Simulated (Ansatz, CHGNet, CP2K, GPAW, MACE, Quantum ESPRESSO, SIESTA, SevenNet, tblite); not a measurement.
## Finding the fault: CP2K, glassy ZnIn2Ga2O7 (96 atoms)

Program: CP2K 2026.2, a calculation on a cell of 16 Ga, 16 In, 56 O and 8 Zn, 12.6 Å³ an atom.

The input, input.inp:

```
&GLOBAL
  PROJECT cell
  RUN_TYPE ENERGY_FORCE
  PRINT_LEVEL LOW
&END GLOBAL
&FORCE_EVAL
  METHOD QS
  STRESS_TENSOR ANALYTICAL
  &DFT
    BASIS_SET_FILE_NAME BASIS_MOLOPT
    POTENTIAL_FILE_NAME GTH_POTENTIALS
    &MGRID
      CUTOFF 800
      REL_CUTOFF 50
      NGRIDS 5
    &END MGRID
    &QS
      EPS_DEFAULT 1.0E-12
    &END QS
    &SCF
      SCF_GUESS ATOMIC
      EPS_SCF 1.0E-06
      MAX_SCF 50
      &DIAGONALIZATION
        ALGORITHM STANDARD
      &END DIAGONALIZATION
      &SMEAR ON
        METHOD FERMI_DIRAC
        ELECTRONIC_TEMPERATURE [K] 580
      &END SMEAR
      &MIXING
        METHOD BROYDEN_MIXING
        ALPHA 0.3
        NBROYDEN 8
      &END MIXING
      &PRINT
        &RESTART OFF
        &END RESTART
      &END PRINT
    &END SCF
    &XC
      &XC_FUNCTIONAL PBE
      &END XC_FUNCTIONAL
    &END XC
    &PRINT
      &MULLIKEN ON
      &END MULLIKEN
      &HIRSHFELD ON
        SHAPE_FUNCTION DENSITY
      &END HIRSHFELD
      &MO ON
        EIGENVALUES T
        OCCUPATION_NUMBERS T
        MO_INDEX_RANGE 413 424
        &EACH
          QS_SCF 0
        &END EACH
        ADD_LAST NUMERIC
      &END MO
    &END PRINT
  &END DFT
  &SUBSYS
    &CELL
      A 10.65570 0.00000 0.00000
      B 0.00000 10.65570 0.00000
      C 0.00000 0.00000 10.65570
    &END CELL
    &COORD
      Ga 4.93934 6.62145 5.52402
      Ga 6.17967 5.53084 0.34205
      Ga 0.04294 1.07697 0.69166
      Ga 8.45764 3.34067 0.52724
      Ga 8.03429 10.64707 9.74656
      Ga 7.72410 4.50555 8.30548
      Ga 8.27149 1.26568 3.11924
      Ga 0.55900 3.28515 3.03964
      Ga 5.72424 7.15434 8.56452
      Ga 0.14982 5.76868 7.34966
[... 82 atom lines left out ...]
      Zn 0.49474 0.59704 3.75432
      Zn 3.75922 3.19735 2.05666
      Zn 4.45749 8.42195 0.69560
      Zn 2.56206 0.37039 1.16989
    &END COORD
    &KIND Ga
      BASIS_SET DZVP-MOLOPT-SR-GTH-q13
      POTENTIAL GTH-PBE-q13
    &END KIND
    &KIND In
      BASIS_SET DZVP-MOLOPT-SR-GTH-q13
      POTENTIAL GTH-PBE-q13
    &END KIND
    &KIND O
      BASIS_SET DZVP-MOLOPT-SR-GTH-q6
      POTENTIAL GTH-PBE-q6
    &END KIND
    &KIND Zn
      BASIS_SET DZVP-MOLOPT-SR-GTH-q12
      POTENTIAL GTH-PBE-q12
    &END KIND
  &END SUBSYS
  &PRINT
    &FORCES ON
    &END FORCES
    &STRESS_TENSOR ON
    &END STRESS_TENSOR
  &END PRINT
&END FORCE_EVAL
```

Command:

```bash
$ OMP_NUM_THREADS=2 cp2k.psmp -i input.inp > output.txt
```

Output:

```text
CP2K| version string:                                       CP2K version 2026.2
 CP2K| Input file name                                                 input.inp
 GLOBAL| Basis set file name                                        BASIS_MOLOPT
 GLOBAL| Potential file name                                      GTH_POTENTIALS
 GLOBAL| Run type                                                   ENERGY_FORCE
 GLOBAL| Total number of message passing processes                             1
 GLOBAL| Number of threads for this process                                    2
 *   ___                                                                       *
 *  /   \                                                                      *
 * [ABORT]                                                                     *
 *  \___/             Extra MOs (ADDED_MOS) are required for smearing          *
 *    |                                                                        *
 *  O/|                                                                        *
 * /| |                                                                        *
```

Elapsed: 0.72 s, on 2 threads of Arm Neoverse V1, shared host; peak memory 0.15 GiB; 0.72 s of CPU time.

Banners, paths, timers and routine set-up lines are dropped from the logs unmarked, and long logs keep their key lines alone; longer cuts are marked.

Q: Find the fault and mend it.

Smearing without added orbitals: added orbitals 0. Mend: give ADDED_MOS, enough empty orbitals to hold the smearing.

The program stopped at the start.

[Also dropped from logs without a mark: logging warnings of Python, and SIESTA's first energy breakdown and zero terms.]

[Logs are printed without paths, hosts, clocks, repeated set-up lines and the standing remarks that a program may print on its own settings, such as how far it seeks lower states.]

[Hosts, paths, dates, database ids (printed as entryN), source tags and the programs' standing remarks are cut or masked in the printed files.]
